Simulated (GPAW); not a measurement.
## N K ELNES/XANES of BN (Qingsongite, F-43m) from DFT

What does one-electron theory with a core hole give for the N K edge of BN (Qingsongite, F-43m)?

Method: X-ray absorption from dipole matrix elements to empty bands, plane-wave PAW LDA, in GPAW 26.7.0.

Report form: the programs' logs are mostly left out.

### 1. The starting structure

It takes space group F-43m (No. 216, cubic). Conventional cell: a = 3.615 Å, b = 3.615 Å, c = 3.615 Å, α = 90.00°, β = 90.00°, γ = 90.00°. Nearest to N lie 4 B at 1.57 Å. B has 4 N at 1.57 Å nearest. Farther neighbours and most contacts between anions are not listed.

Structure file:

```cif
data_structure
_symmetry_space_group_name_H-M 'F-43m'
_symmetry_Int_Tables_number 216
_cell_length_a 3.6150
_cell_length_b 3.6150
_cell_length_c 3.6150
_cell_angle_alpha 90.000
_cell_angle_beta 90.000
_cell_angle_gamma 90.000
_cell_volume 47.24
loop_
_atom_site_label
_atom_site_type_symbol
_atom_site_symmetry_multiplicity
_atom_site_Wyckoff_symbol
_atom_site_fract_x
_atom_site_fract_y
_atom_site_fract_z
_atom_site_occupancy
N1 N 4 c 0.25000 0.25000 0.25000 1
B1 B 4 a 0.00000 0.00000 0.00000 1
```

### 2. Ground state of the crystal

A plain self-consistent run shows whether there is a gap, which decides the set-up of the core-hole run.

The input, scf.py:

```python
import numpy as np
from ase import Atoms
from ase.parallel import parprint, paropen
from gpaw import GPAW, PW, FermiDirac, Mixer, MixerDif, setup_paths
from gpaw.test import gen
setup_paths.insert(0, '.')
gen('N', name='nch1s', xcname='LDA', corehole=(1, 0, 0), write_xml=True)

atoms = Atoms('NB',
    cell=[[0, 1.8075, 1.8075],
     [1.8075, 0, 1.8075],
     [1.8075, 1.8075, 0]],
    scaled_positions=[[0.75, 0.75, 0.75],
     [0, 0, 0]],
    pbc=True)
atoms.calc = calc = GPAW(legacy_gpaw=True, mode=PW(500), xc='LDA', setups={0: 'nch1s'},
    kpts={'size': (12, 12, 12), 'gamma': True}, occupations=FermiDirac(0.05),
    charge=0, mixer=Mixer(0.1, 5, 50), maxiter=150,
    convergence={'density': 0.0001}, txt='scf.txt')
energy = atoms.get_potential_energy() + calc.get_reference_energy()
ef = calc.get_fermi_level()
out = dict(energy=energy, fermi=ef, forces=atoms.get_forces().tolist())
parprint(f'all-electron energy {energy:.4f} eV, Fermi level {ef:.4f} eV')
ev = np.array([[calc.get_eigenvalues(k, s) for k in range(len(calc.get_ibz_k_points()))] for s in range(calc.get_number_of_spins())])
out['homo'], out['lumo'], out['counts'] = ev[ev < ef].max(), ev[ev > ef].min(), sorted(set((ev < ef).sum((0, 2)).tolist()))
out['filled'] = (ev[:, 0] < ef).sum(1).tolist()
import json
with paropen('out.json', 'w') as f:
    json.dump(out, f)
```

Command:

```bash
$ OMP_NUM_THREADS=1 python scf.py
```

The job ended after 4.3 s (1 thread of Intel Xeon 6975P-C (Granite Rapids), shared host; peak memory 0.13 GiB).

The mesh shows a gap of 4.29 eV, so the hole is first treated in a charged cell, without the excited electron.

### 3. Spectrum without a core hole, N atom 1

Without a hole the spectrum is the empty density of states of the right symmetry on the absorber, weighted by matrix elements. It needs only the small cell and serves as the baseline. The data set with a hole of occupation 0 only carries the core orbital.

The absorber has 4 B at 1.57 Å (tetrahedral, site symmetry -43m).

The input, xas.py:

```python
import numpy as np
from ase import Atoms
from ase.parallel import parprint, paropen
from gpaw import GPAW, PW, FermiDirac, Mixer, MixerDif, setup_paths
from gpaw.test import gen
setup_paths.insert(0, '.')
gen('N', name='nch1s', xcname='LDA', corehole=(1, 0, 0), write_xml=True)

atoms = Atoms('NB',
    cell=[[0, 1.8075, 1.8075],
     [1.8075, 0, 1.8075],
     [1.8075, 1.8075, 0]],
    scaled_positions=[[0.75, 0.75, 0.75],
     [0, 0, 0]],
    pbc=True)
atoms.calc = calc = GPAW(legacy_gpaw=True, mode=PW(500), xc='LDA', setups={0: 'nch1s'},
    kpts={'size': (12, 12, 12), 'gamma': True}, occupations=FermiDirac(0.02),
    charge=0, mixer=Mixer(0.1, 5, 50), maxiter=150,
    convergence={'density': 0.0001}, txt='scf.txt')
energy = atoms.get_potential_energy() + calc.get_reference_energy()
ef = calc.get_fermi_level()
out = dict(energy=energy, fermi=ef, forces=atoms.get_forces().tolist())
parprint(f'all-electron energy {energy:.4f} eV, Fermi level {ef:.4f} eV')
ev = np.array([[calc.get_eigenvalues(k, s) for k in range(len(calc.get_ibz_k_points()))] for s in range(calc.get_number_of_spins())])
out['homo'], out['lumo'], out['counts'] = ev[ev < ef].max(), ev[ev > ef].min(), sorted(set((ev < ef).sum((0, 2)).tolist()))
out['filled'] = (ev[:, 0] < ef).sum(1).tolist()

from gpaw.xas import XAS
nb = int(calc.get_number_of_electrons() / 2) + 10
top = nb
nscf = calc.fixed_density(kpts={'size': (11, 11, 11), 'gamma': True},
    convergence={'eigenstates': 1.0}, txt='nscf.txt')
nscf.diagonalize_full_hamiltonian(nbands=nb)
cell = atoms.cell.array
ops = [cell.T @ U.T @ np.linalg.inv(cell.T) for U in nscf.wfs.kd.symmetry.op_scc]
filled = [4]  # bands filled in the ground state, by spin
E = np.arange(-25, 34, 0.1)
fwhm = np.interp(E, [4, 25], [0.9, 3.5])
Y, X, zero, highest = 0, 0, 1e9, 1e9
for spin in range(nscf.get_number_of_spins()):
    xas = XAS(nscf, mode='all', center=0, spin=spin)
    eps = xas.eps_kn
    d = xas.sigma_cmkn  # core-to-band dipole matrix elements, k weights included
    T = np.einsum('amkn,bmkn->abkn', d, d.conj()).real
    T = sum(np.einsum('ai,ijkn,bj->abkn', R, T, R) for R in ops) / len(ops)
    empty = np.ones_like(eps, bool) & (np.arange(nb) >= filled[spin])
    zero, highest = min(zero, eps[empty].min()), min(highest, eps[:, top - 1].min())
    lines = [(eps, T, empty)] if spin == 0 else lines + [(eps, T, empty)]
for eps, T, empty in lines:
    f = np.einsum('aakn->akn', T).reshape(3, -1)
    x = eps.ravel() - zero
    w = np.interp(x, E, fwhm) / 2.35482
    g = np.exp(-0.5 * ((E[:, None] - x) / w) ** 2) / (w * (2 * np.pi) ** 0.5)
    Y = Y + (f * empty.ravel()) @ g.T
    X = X + (f * ~empty.ravel()) @ g.T
out.update(E=E.round(2).tolist(), xas=Y.tolist(), xes=X.tolist(), zero=zero, valid=highest - zero, nk=len(eps), nb=nb)
for i in range(0, len(E), 10):
    parprint(f'{E[i]:7.2f}', *(f'{v:10.3e}' for v in Y[:, i]))
import json
with paropen('out.json', 'w') as f:
    json.dump(out, f)
```

Command:

```bash
$ OMP_NUM_THREADS=1 python xas.py
```

Run time: 8.2 s. Hardware: 1 thread; peak memory 0.15 GiB.

The N K spectrum, N atom 1, no core hole (energy from the lowest empty level; intensity scaled to a mean of 1 over the first 20 eV):

```tsv
E (eV)	intensity
-2.0	0.00
-1.5	0.00
-1.0	0.00
-0.5	0.00
0.0	0.00
0.5	0.02
1.0	0.04
1.5	0.06
2.0	0.12
2.5	0.18
3.0	0.23
3.5	0.38
4.0	0.55
4.5	0.80
5.0	0.97
5.5	0.86
6.0	0.87
6.5	1.07
7.0	1.21
7.5	1.39
8.0	1.63
8.5	1.81
9.0	1.95
9.5	2.21
10.0	2.51
10.5	2.52
11.0	2.19
11.5	1.77
12.0	1.42
12.5	1.17
13.0	1.03
13.5	1.07
14.0	1.28
14.5	1.52
15.0	1.63
15.5	1.51
16.0	1.20
16.5	0.83
17.0	0.52
17.5	0.33
18.0	0.23
18.5	0.18
19.0	0.19
19.5	0.23
20.0	0.31
20.5	0.41
21.0	0.51
21.5	0.59
```

Main maxima below 21 eV (height): 5.0 eV (0.97), 10.3 eV (2.56) and 15.0 eV (1.63). A K edge sees empty p states; a tetrahedral site has σ* states alone, so there is no π* peak.

The same matrix elements for filled bands give the N K emission of N atom 1 (ground-state approximation; energy from the lowest empty level, largest value 1):

```tsv
E (eV)	emission
-24.00	0.00
-23.25	0.00
-22.50	0.01
-21.75	0.01
-21.00	0.01
-20.25	0.01
-19.50	0.01
-18.75	0.00
-18.00	0.00
-17.25	0.00
-16.50	0.00
-15.75	0.00
-15.00	0.05
-14.25	0.15
-13.50	0.28
-12.75	0.49
-12.00	0.36
-11.25	0.39
-10.50	0.50
-9.75	0.65
-9.00	0.86
-8.25	0.94
-7.50	0.88
-6.75	0.99
-6.00	0.68
-5.25	0.43
-4.50	0.14
-3.75	0.01
-3.00	0.00
-2.25	0.00
-1.50	0.00
-0.75	0.00
0.00	0.00
0.75	0.00
1.50	0.00
2.25	0.00
3.00	0.00
```

Emission maxima: -12.8 eV (0.49), -8.2 eV (0.95) and -6.8 eV (1.00).

### 4. Reference energy of the supercell

The photon energy needs a difference of total energies, so the cell and mesh of the coming hole run are first run without a hole.

Edit scf.py of step 2 so:

```diff
@@ -8,11 +8,25 @@
 
-atoms = Atoms('NB',
-    cell=[[0, 1.8075, 1.8075],
-     [1.8075, 0, 1.8075],
-     [1.8075, 1.8075, 0]],
-    scaled_positions=[[0.75, 0.75, 0.75],
-     [0, 0, 0]],
+atoms = Atoms('N8B8',
+    cell=[[0, 3.615, 3.615],
+     [3.615, 0, 3.615],
+     [3.615, 3.615, 0]],
+    scaled_positions=[[0.375, 0.375, 0.375],
+     [0.375, 0.375, 0.875],
+     [0.375, 0.875, 0.375],
+     [0.875, 0.375, 0.375],
+     [0.375, 0.875, 0.875],
+     [0.875, 0.375, 0.875],
+     [0.875, 0.875, 0.375],
+     [0.875, 0.875, 0.875],
+     [0, 0, 0],
+     [0, 0, 0.5],
+     [0, 0.5, 0],
+     [0.5, 0, 0],
+     [0, 0.5, 0.5],
+     [0.5, 0, 0.5],
+     [0.5, 0.5, 0],
+     [0.5, 0.5, 0.5]],
     pbc=True)
 atoms.calc = calc = GPAW(legacy_gpaw=True, mode=PW(500), xc='LDA', setups={0: 'nch1s'},
-    kpts={'size': (12, 12, 12), 'gamma': True}, occupations=FermiDirac(0.05),
+    kpts={'size': (4, 4, 4), 'gamma': True}, occupations=FermiDirac(0.02),
     charge=0, mixer=Mixer(0.1, 5, 50), maxiter=150,
```

Command:

```bash
$ OMP_NUM_THREADS=1 python scf.py
```

The job ended after 34 s (1 thread; peak memory 0.26 GiB).

Reference energy: -17218.559 eV with the cores included.

### 5. Spectrum with FCH, N atom 1

The holes are 5.1 Å apart. In GPAW the data set carries the hole's charge, so charge=0 means a charged cell and charge=-1 a neutral one. The excited electron is left out and a uniform background balances the charge. After the field has converged, empty bands are computed with the density fixed and the dipole matrix elements are summed.

Edit xas.py of step 3 so:

```diff
@@ -6,13 +6,27 @@
 setup_paths.insert(0, '.')
-gen('N', name='nch1s', xcname='LDA', corehole=(1, 0, 0), write_xml=True)
+gen('N', name='fch1s', xcname='LDA', corehole=(1, 0, 1), write_xml=True)
 
-atoms = Atoms('NB',
-    cell=[[0, 1.8075, 1.8075],
-     [1.8075, 0, 1.8075],
-     [1.8075, 1.8075, 0]],
-    scaled_positions=[[0.75, 0.75, 0.75],
-     [0, 0, 0]],
+atoms = Atoms('N8B8',
+    cell=[[0, 3.615, 3.615],
+     [3.615, 0, 3.615],
+     [3.615, 3.615, 0]],
+    scaled_positions=[[0.375, 0.375, 0.375],
+     [0.375, 0.375, 0.875],
+     [0.375, 0.875, 0.375],
+     [0.875, 0.375, 0.375],
+     [0.375, 0.875, 0.875],
+     [0.875, 0.375, 0.875],
+     [0.875, 0.875, 0.375],
+     [0.875, 0.875, 0.875],
+     [0, 0, 0],
+     [0, 0, 0.5],
+     [0, 0.5, 0],
+     [0.5, 0, 0],
+     [0, 0.5, 0.5],
+     [0.5, 0, 0.5],
+     [0.5, 0.5, 0],
+     [0.5, 0.5, 0.5]],
     pbc=True)
-atoms.calc = calc = GPAW(legacy_gpaw=True, mode=PW(500), xc='LDA', setups={0: 'nch1s'},
-    kpts={'size': (12, 12, 12), 'gamma': True}, occupations=FermiDirac(0.02),
+atoms.calc = calc = GPAW(legacy_gpaw=True, mode=PW(500), xc='LDA', setups={0: 'fch1s'},
+    kpts={'size': (4, 4, 4), 'gamma': True}, occupations=FermiDirac(0.02),
     charge=0, mixer=Mixer(0.1, 5, 50), maxiter=150,
@@ -28,11 +42,10 @@
 from gpaw.xas import XAS
-nb = int(calc.get_number_of_electrons() / 2) + 10
-top = nb
-nscf = calc.fixed_density(kpts={'size': (11, 11, 11), 'gamma': True},
-    convergence={'eigenstates': 1.0}, txt='nscf.txt')
-nscf.diagonalize_full_hamiltonian(nbands=nb)
+nb = int(calc.get_number_of_electrons() / 2) + 59
+top, nb = nb, nb + 8 + nb // 12
+nscf = calc.fixed_density(kpts={'size': (6, 6, 6), 'gamma': True}, nbands=nb,
+    convergence={'bands': top, 'eigenstates': 1e-5}, maxiter=60, txt='nscf.txt')
 cell = atoms.cell.array
 ops = [cell.T @ U.T @ np.linalg.inv(cell.T) for U in nscf.wfs.kd.symmetry.op_scc]
-filled = [4]  # bands filled in the ground state, by spin
-E = np.arange(-25, 34, 0.1)
+filled = [32]  # bands filled in the ground state, by spin
+E = np.arange(-6, 34, 0.1)
 fwhm = np.interp(E, [4, 25], [0.9, 3.5])
```

Command:

```bash
$ OMP_NUM_THREADS=1 python xas.py
```

Elapsed: 2.6 min, on 1 thread; peak memory 0.48 GiB.

The N K spectrum, N atom 1, full core hole (charged cell) (energy from the lowest empty level; intensity scaled to a mean of 1 over the first 20 eV):

```tsv
E (eV)	intensity
-2.0	0.00
-1.5	0.00
-1.0	0.00
-0.5	0.00
0.0	0.00
0.5	0.02
1.0	0.07
1.5	0.14
2.0	0.29
2.5	0.50
3.0	0.82
3.5	1.33
4.0	1.98
4.5	2.28
5.0	2.58
5.5	2.49
6.0	2.16
6.5	2.20
7.0	2.27
7.5	1.99
8.0	1.72
8.5	1.54
9.0	1.47
9.5	1.56
10.0	1.69
10.5	1.55
11.0	1.14
11.5	0.72
12.0	0.51
12.5	0.47
13.0	0.53
13.5	0.65
14.0	0.79
14.5	0.88
15.0	0.87
15.5	0.74
16.0	0.56
16.5	0.37
17.0	0.24
17.5	0.15
18.0	0.11
18.5	0.10
19.0	0.11
19.5	0.15
20.0	0.22
20.5	0.29
21.0	0.37
21.5	0.42
22.0	0.45
```

Main maxima below 21 eV (height): 5.2 eV (2.61), 6.9 eV (2.29), 10.1 eV (1.69) and 14.7 eV (0.89). 

The hole costs E(hole) − E(ground) = 390.91 eV, and the lowest empty level of the hole cell on the spectrum's mesh lies at 13.73 eV, which puts the zero at 404.64 eV. One term is added: -7.76 eV, since the hole is spin-paired here and a spin-polarised one costs that much less in the free atom (computed apart). The photon energy is then 396.88 eV. The functional and the charged cell's background leave an error in such absolute values: in the free atom LDA prices this hole 3.5 eV below PBE (computed apart), and PBE is itself good to a few eV.

### 6. Excitation energy, N atom 1

With the excited electron kept in the cell the system stays neutral, and the energy difference is an excitation energy by itself. In a small cell that electron takes up a good share of the lowest empty band, or all of one, which shifts the value from the true onset.

Changed against the first core-hole run: core hole to XCH, with the smearing that suits a partly filled band.

Edit scf.py of step 4 so:

```diff
@@ -6,3 +6,3 @@
 setup_paths.insert(0, '.')
-gen('N', name='nch1s', xcname='LDA', corehole=(1, 0, 0), write_xml=True)
+gen('N', name='fch1s', xcname='LDA', corehole=(1, 0, 1), write_xml=True)
 
@@ -29,5 +29,5 @@
     pbc=True)
-atoms.calc = calc = GPAW(legacy_gpaw=True, mode=PW(500), xc='LDA', setups={0: 'nch1s'},
-    kpts={'size': (4, 4, 4), 'gamma': True}, occupations=FermiDirac(0.02),
-    charge=0, mixer=Mixer(0.1, 5, 50), maxiter=150,
+atoms.calc = calc = GPAW(legacy_gpaw=True, mode=PW(500), xc='LDA', setups={0: 'fch1s'},
+    kpts={'size': (4, 4, 4), 'gamma': True}, occupations=FermiDirac(0.04),
+    charge=-1, mixer=Mixer(0.1, 5, 50), maxiter=150,
     convergence={'density': 0.0001}, txt='scf.txt')
```

Command:

```bash
$ OMP_NUM_THREADS=1 python scf.py
```

It took 51 s on 1 thread; peak memory 0.27 GiB.

The total-energy difference is 405.83 eV. With the free-atom term of -7.76 eV for this edge, the photon energy is 398.07 eV.

### 7. What the core hole does

Both curves are counted from their own zero, so only the shift of weight within the empty states shows.

```tsv
E (eV)	no hole	FCH
-2.0	0.00	0.00
-1.0	0.00	0.00
0.0	0.00	0.00
1.0	0.04	0.07
2.0	0.12	0.29
3.0	0.23	0.82
4.0	0.55	1.98
5.0	0.97	2.58
6.0	0.87	2.16
7.0	1.21	2.27
8.0	1.63	1.72
9.0	1.95	1.47
10.0	2.51	1.69
11.0	2.19	1.14
12.0	1.42	0.51
13.0	1.03	0.53
14.0	1.28	0.79
15.0	1.63	0.87
16.0	1.20	0.56
17.0	0.52	0.24
18.0	0.23	0.11
19.0	0.19	0.11
20.0	0.31	0.22
21.0	0.51	0.37
```

With each curve scaled to its own mean, the area from −2 to 6 eV with the hole is 6.8 against 2.3, and the centre of weight from −1 to 20 eV moves by -2.4 eV: the hole pulls the absorber's empty states down.

### 8. Results

| Property | Result |
| --- | --- |
| absorber and edge | N K, atom 1 of the ground-state input (counted from 1) |
| surroundings | 4 B at 1.57 Å (tetrahedral, site symmetry -43m) |
| highest intensity below 16 eV | 5.2 eV above the zero, height 2.61 |
| photon energy of the zero, with the added terms | 396.9 eV (raw 404.6 eV; LDA puts this hole about 4 eV below PBE, itself good to a few eV) |

What this shows: The N K edge of atom 1, with 4 B at 1.57 Å (tetrahedral, site symmetry -43m), has its highest intensity of the first 16 eV at 5.2 eV above the zero, near 402 eV in photon energy (LDA puts this hole about 4 eV below PBE, itself good to a few eV), 2.6 times the mean level of the first 20 eV (Gaussian full width 0.9 eV up to 4 eV, rising linearly to 3.5 eV at 25 eV). With each curve scaled to its own mean, the area from −2 to 6 eV with the hole is 6.8 against 2.3, and the centre of weight from −1 to 20 eV moves by -2.4 eV: the hole pulls the absorber's empty states down. The neutral-cell energy lies +1.2 eV from the charged-cell zero, a gap made of the charged-cell error and of where the added electron settles. The holes are only 5.1 Å apart, so the shape is probably not converged with cell size; no larger cell was run here. The mesh is coarse (0.25 Å⁻¹ between points), so small maxima may be mesh ripples. The structure is a published determination, not relaxed.

[Logs are printed without paths, hosts, clocks, repeated set-up lines and the standing remarks that a program may print on its own settings, such as how far it seeks lower states.]

[Hosts, paths, dates, database ids (printed as entryN), source tags and the programs' standing remarks are cut or masked in the printed files.]

[Lists of maxima count a maximum above −3 eV only where it reaches 4 % of the highest in the window and stands out from its surroundings by 2 % of it (1.5 % where it reaches 55 %); shoulders and weaker maxima are passed over, and of the rest the first, up to two pre-edge ones and the few strongest are named.]
